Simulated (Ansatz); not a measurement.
# Decaying states in the gap of CaBeCl4, part 3 of 3

Wanted: the relaxed cell of CaBeCl4, its band edges and its decay constants. It is built by putting Ca for part of the Be in the BeCl2 structure of space group Ibam, with the volume rescaled by atomic radii. The parent structure comes from the Materials Project.

Ansatz 0.2.0; PBE DFT, plane waves, PAW files (the session's first sound run).

So far, gap on path (eV): step 3 (band edges) 5.04.

The structure was built from a prototype and need not be the compound's stable phase.

### Step 6. Band edges at another level (continued)

Level of this step: LDA DFT, plane waves, PAW files (Ansatz).

The electronic bands at the labelled points (eV, zero at the Fermi level (highest filled level under fixed occupations); v1 is the highest filled band, c1 the lowest empty one):

```tsv
point	v4	v3	v2	v1	c1	c2	c3	c4
VBM	-1.92	-0.55	-0.54	0.00	4.87	5.28	5.68	6.11
halfway	-1.32	-0.89	-0.88	-0.72	4.96	5.43	5.61	5.92
CBM	-0.84	-0.77	-0.45	-0.45	4.75	4.79	5.62	5.76
```

The searched edges give 4.75 eV, as on the mesh.

For the gap on path, step 3 gave 5.04 eV; this run, with LDA, gives 4.75 eV.

### Step 7. Complex bands at another level

This step: LDA DFT, plane waves, PAW files; complex bands by layer matching along the plane's normal (Ansatz 0.2.0).

The complex bands at that level, over its own gap, at (0, 0) and (0.5, 0).

input.yaml

```yaml
crystal:
  lattice:
    - [6.489112164, 0.0, 0.0]
    - [0.0, 6.906286681, 0.0]
    - [3.244556082, 3.453143341, 3.256074033]
  atoms:
    - { symbol: Be, position: [0.0, 0.25, 0.0] }
    - { symbol: Ca, position: [0.0, 0.75, 0.0] }
    - { symbol: Cl, position: [0.9989307427, 0.6007907943, 0.6438707487] }
    - { symbol: Cl, position: [0.0010692573, 0.244661543, 0.3561292513] }
    - { symbol: Cl, position: [0.3571985086, 0.255338457, 0.6438707487] }
    - { symbol: Cl, position: [0.6428014914, 0.8992092057, 0.3561292513] }
kpoints:
  mp_grid: { grid: [8, 8, 8] }
scf:
  occupations: { method: fixed }
hamiltonian:
  xc: lda
output:
  eigenvalues: true
  transmission:
    leads: [[0, 0]]
    kpoints: [[0.0, 0.0], [0.5, 0.0]]
    e_range: [-1.0, 5.75]
    de: 0.11
```

Launch:

```bash
$ ansatz run input.yaml --threads 2 --pin off --max-ram 4096MiB --backend cpu --events-out ev --progress --plain --runs-dir out
```

Numbers of over 12 decimals in the logs are rounded to 6 here.

Output:

```text
[...]
Crystal: 6 atoms, lattice volume = 145.923 Å³
Basis set: ecut = 420 eV, 2859 PW (Γ)
Bands: 26, of which v1, the nominal top of the filled ones, is band 20 counted from 1 (19 counted from 0)
Symmetry: 4 space group operations
[...]
k-points: 95 of 512 (time reversal used)
[...]
SCF iter   1: F=—  HF=-6048.340615 eV  |F-HF|=—  |Δ(HF+E_count)|=         —  Δρ=5.81e-3  dr2=4.79e-2  ethr=1.77e-3  ⟨swp⟩=6.1  Hψ=11356  notcnv=0  defer=298
[...]
SCF iter   6: F=-6048.326368 eV  HF=-6048.326368 eV  |F-HF|=2.86e-8  |Δ(HF+E_count)|=   6.80e-7  Δρ=4.74e-6  dr2=5.94e-8  ethr=2.50e-10  ⟨swp⟩=13.3  Hψ=13292  notcnv=0
SCF 1 converged in 6 iterations: F = -6048.326368 eV  dr2 = 5.94e-8
[...]
transmission: 5 of 10 steps passed
transmission: 10 of 10 steps passed
SCF converged after 6 iterations
Free energy (F): -6048.326368 eV
[...]
Internal energy: -6048.326368 eV  (E = F + TS)
E sigma→0 (E₀):  -6048.326368 eV
Fermi energy:    1.800621 eV
[...]
--- Band table (eV; the first three rows and the last of 95) ---
  k-point 0: bands = [... 16 lower, 0.9634, 1.0313, 1.3488, 1.3492, 6.5461, 6.5896, 7.4214, 7.5568, ... 2 higher]
  k-point 1: bands = [... 16 lower, 0.7700, 0.8913, 1.2199, 1.2895, 6.6440, 6.8829, 7.3229, 7.4703, ... 2 higher]
  k-point 2: bands = [... 16 lower, 0.6540, 0.8942, 1.1569, 1.2951, 6.6918, 7.0476, 7.1686, 8.0378, ... 2 higher]
  k-point 94: bands = [... 16 lower, 0.4757, 0.9146, 0.9220, 1.0808, 6.7619, 7.2327, 7.4123, 7.7180, ... 2 higher]
--- Transmission ---
  basis      : 391 plane waves across, 5 finite elements along
  points     : 2, as listed
[...]
crystal 0  : Cl4Be1Ca1, at the sites [0, 0], period 3.2561 Å: whole cells are its period
[...]
channels       : 0.000000e0 a spin
[...]
slowest decay  : 0.3698 /Å at (0.0000, 0.0000)
```

Run time: 1.9 min. Hardware: 2 threads of Arm Neoverse V2, shared host; peak memory 1.5 GiB; 3.9 min of CPU time.

Numbers from this step:

| Quantity | Value |
| --- | --- |
| level to which the leads are filled | 2.373 eV from the Fermi level |
| decay constant at the filling level, zone centre | 0.3698 Å⁻¹ |
| decay constant at the filling level, slowest listed point | 0.3698 Å⁻¹ |

K parallel (0, 0); values up to 1.5 1/Å, a degenerate pair printed once or twice; energies at which all values exceed this have no row. Table of Im kz of the slowest decaying states by energy, zero at the highest filled level on the SCF mesh:

```tsv
energy (eV)	decay 1 (Å⁻¹)	decay 2 (Å⁻¹)	decay 3 (Å⁻¹)	decay 4 (Å⁻¹)
-1.00	0.0287	0.204	0.241	0.527
-0.78	0.177	0.213	0.227	0.445
-0.45	0.0208	0.0348	0.191	0.328
-0.23	0.188	0.322	0.386	0.439
-0.01	0.243	0.399	0.474	0.517
0.10	0.174	0.263	0.429	0.487
0.32	0.294	0.302	0.478	0.507
0.65	0.326	0.416	0.526	0.533
0.87	0.342	0.473	0.534	0.563
1.20	0.359	0.542	0.547	0.597
1.42	0.366	0.544	0.596	0.611
1.64	0.371	0.544	0.633	0.755
1.97	0.374	0.541	0.678	0.747
2.19	0.373	0.537	0.676	0.735
2.52	0.367	0.527	0.686	0.731
2.74	0.361	0.519	0.692	0.723
3.07	0.346	0.504	0.699	0.711
3.29	0.333	0.491	0.702	0.71
3.51	0.316	0.476	0.692	0.709
3.84	0.283	0.448	0.640	0.676
4.06	0.255	0.425	0.582	0.661
4.39	0.193	0.380	0.466	0.587
4.61	0.125	0.339	0.341	0.502
4.94	0.187	0.273	0.480	0.536
5.16	0.138	0.330	0.404	0.474
5.49	0.110	0.276	0.351	0.468
5.71	0.102	0.105	0.250	0.311
```

K parallel (0.5, 0); values up to 1.5 1/Å, a degenerate pair printed once or twice; energies at which all values exceed this have no row. Im kz of the slowest decaying states against energy, zero at the highest filled level on the SCF mesh:

```tsv
energy (eV)	decay 1 (Å⁻¹)	decay 2 (Å⁻¹)	decay 3 (Å⁻¹)	decay 4 (Å⁻¹)
-1.000	0.244	0.527	0.909	0.967
-0.450	0.542	0.645	0.888	0.957
-0.010	0.437	0.554	0.782	0.878
0.540	0.554	0.588	0.835	0.904
0.980	0.583	0.632	0.795	0.912
1.530	0.598	0.688	0.705	0.880
1.970	0.600	0.652	0.710	0.848
2.520	0.593	0.610	0.709	0.799
2.960	0.577	0.582	0.695	0.752
3.510	0.525	0.559	0.665	0.685
3.950	0.467	0.533	0.621	0.630
4.500	0.344	0.464	0.522	0.590
5.050	0.290	0.376	0.568	0.694
5.490	0.146	0.165	0.291	0.544
```

At the listed wavevectors the last open channel is at -0.01 eV and the next at +4.83 eV on the grid. At +2.41 eV, the grid energy nearest the filling level (the middle of the gap on the SCF mesh), the slowest state at the listed wavevectors decays with κ = 0.370 Å⁻¹, its amplitude falling by e over 2.7 Å; the first such run, plane (001), gave 0.395 Å⁻¹.

### Step 8. What came out

| Property | Result |
| --- | --- |
| band gap | 5.04 eV |
| least decay constant at mid-gap, normal to (001) | 0.395 Å⁻¹ |
| least decay constant on a mesh, normal to (001) | 0.394 Å⁻¹ |
| least decay constant, LDA | 0.370 Å⁻¹ |

In words: With PBE, the slowest decay at the wavevectors tried is κ = 0.395 Å⁻¹, normal to (001). Through such a film the transmission near mid-gap falls as exp(−2κd), a factor of ten every 2.9 Å. A free electron under a barrier of half the gap would need a mass of 0.24 mₑ to decay at this rate. With LDA the gap goes from 5.04 to 4.75 eV and the decay constant, over the first 2 listed wavevectors, from 0.395 to 0.370 Å⁻¹. The compound is made up by substitution; its stability against other phases and against distortions of the cell's symmetry was not tested. A semilocal functional narrows gaps, so real decay constants are likely larger.

[Logs are printed without paths, hosts, clocks, repeated set-up lines and the standing remarks that a program may print on its own settings, such as how far it seeks lower states.]

[Hosts, paths, dates, database ids (printed as entryN), source tags and the programs' standing remarks are cut or masked in the printed files.]
